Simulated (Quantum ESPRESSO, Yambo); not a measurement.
Planning a run of Yambo 5.3.0 on WSe2 (P6_3/mmc). The input:

```
optics
chi
dipoles
Chimod= "HARTREE"
% QpntsRXd
 1 | 1 |
%
% BndsRnXd
 1 | 107 |
%
NGsBlkXd= 3 Ry
% EnRngeXd
 0 | 0.2 | eV
%
% DmRngeXd
 0.2 | 0.2 | eV
%
ETStpsXd= 3
% LongDrXd
 1 | 1 | 1 |
%
```

The database entry behind the starting cell differs from later determinations by our own check (a about 0.2 % long), so it need not match the best structure at ambient conditions.

```sh
OMP_NUM_THREADS=2 mpirun -n 4 yambo -F optics11.in -J optics11 -C optics11 > optics11.log
```

The stored states that it reads are on a 6×6×2 mesh. It takes space group P6_3/mmc (No. 194, hexagonal). The conventional cell has a = 3.290 Å, b = 3.290 Å, c = 12.970 Å, α = 90.00°, β = 90.00°, γ = 120.00°. Nearest to W lie 6 Se at 2.53 Å. Se has 3 W at 2.53 Å nearest. Farther neighbours and most contacts between anions are not listed.

**Question.** How long will it take on 4 MPI ranks of Arm Neoverse V1, shared host, and how much memory?

It took 17 s; on shared hardware allow 8.7 s to 35 s. Peak host memory was 2.9 GiB.

[Paths, hosts, dates, memory and timing lines, banners, echoed tables and standing remarks are left out of the program output.]

[Logs are printed without paths, hosts, clocks, repeated set-up lines and the standing remarks that a program may print on its own settings, such as how far it seeks lower states.]

[Runs of the session that timed out or met a known fault of the program may be left out.]

[Hosts, paths, dates, database ids (printed as entryN), source tags and the programs' standing remarks are cut or masked in the printed files.]
